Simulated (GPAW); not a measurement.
TiB2 (P6/mmm), B K edge of atom 2, with 3 B at 1.75 Å (trigonal planar, site symmetry -6m2). Method: GPAW, PBE, excited-electron core hole (neutral cell), 18-atom cell with 5.2 Å between holes, 7×7×5 k points, dipole transitions, Gaussian full width 0.9 eV up to 4 eV, rising linearly to 3.5 eV at 25 eV.

```xyz
3
Lattice="3.0292 0.0000 0.0000 -1.5146 2.6234 0.0000 0.0000 0.0000 3.2284" Properties=species:S:1:pos:R:3 pbc="T T T"
Ti    0.0000    0.0000    0.0000
B     1.5146    0.8745    1.6142
B     0.0000    1.7489    1.6142
```

Energy from the lowest empty level; a common scale on which the isotropic spectrum has a mean of 1 over the first 20 eV.

| E (eV) | curve 1 | curve 2 |
| --- | --- | --- |
| -2.0 | 0.00 | 0.00 |
| -1.0 | 0.00 | 0.00 |
| 0.0 | 0.21 | 0.28 |
| 1.0 | 0.79 | 0.82 |
| 2.0 | 1.10 | 0.79 |
| 3.0 | 0.83 | 1.29 |
| 4.0 | 0.37 | 2.91 |
| 5.0 | 0.27 | 2.49 |
| 6.0 | 0.89 | 1.54 |
| 7.0 | 1.51 | 0.54 |
| 8.0 | 2.05 | 0.36 |
| 9.0 | 2.05 | 0.48 |
| 10.0 | 1.57 | 0.57 |
| 11.0 | 1.25 | 0.56 |
| 12.0 | 1.24 | 0.70 |
| 13.0 | 1.11 | 0.93 |
| 14.0 | 1.00 | 1.12 |
| 15.0 | 1.01 | 1.05 |
| 16.0 | 1.18 | 0.76 |
| 17.0 | 1.18 | 0.47 |
| 18.0 | 0.80 | 0.27 |
| 19.0 | 0.36 | 0.17 |
| 20.0 | 0.16 | 0.21 |
| 21.0 | 0.13 | 0.38 |
| 22.0 | 0.15 | 0.58 |
| 23.0 | 0.21 | 0.71 |
| 24.0 | 0.31 | 0.76 |
| 25.0 | 0.43 | 0.75 |
| 26.0 | 0.57 | 0.72 |
| 27.0 | 0.69 | 0.68 |
| 28.0 | 0.74 | 0.63 |
| 29.0 | 0.71 | 0.59 |
| 30.0 | 0.64 | 0.61 |
| 31.0 | 0.58 | 0.67 |
| 32.0 | 0.50 | 0.75 |

Q: The curves are for the electric vector along different Cartesian axes of the cell as given, averaged over the symmetry-equivalent atoms. Which is which?

Curve 1: along x (⊥ c) (the other in-plane axis gives the same curve within 3 %), main maxima 2.3 eV (1.13), 8.5 eV (2.12) and 16.5 eV (1.23). Curve 2: along z (c), main maxima 1.3 eV (0.87), 4.2 eV (3.01) and 14.3 eV (1.13). A K edge sees empty p states on the absorber. Each direction probes the empty orbitals that point along it. The holes are only 5.2 Å apart, so the shape is probably not converged with cell size; no larger cell was run here. The structure is a published determination, not relaxed.

[Banner, clock and machine lines of the logs are left out without a mark of their own.]

[Logs are printed without paths, hosts, clocks, repeated set-up lines and the standing remarks that a program may print on its own settings, such as how far it seeks lower states.]

[Hosts, paths, dates, database ids (printed as entryN), source tags and the programs' standing remarks are cut or masked in the printed files.]

[Lists of maxima count a maximum above −3 eV only where it reaches 4 % of the highest in the window and stands out from its surroundings by 2 % of it (1.5 % where it reaches 55 %); shoulders and weaker maxima are passed over, and of the rest the first, up to two pre-edge ones and the few strongest are named.]
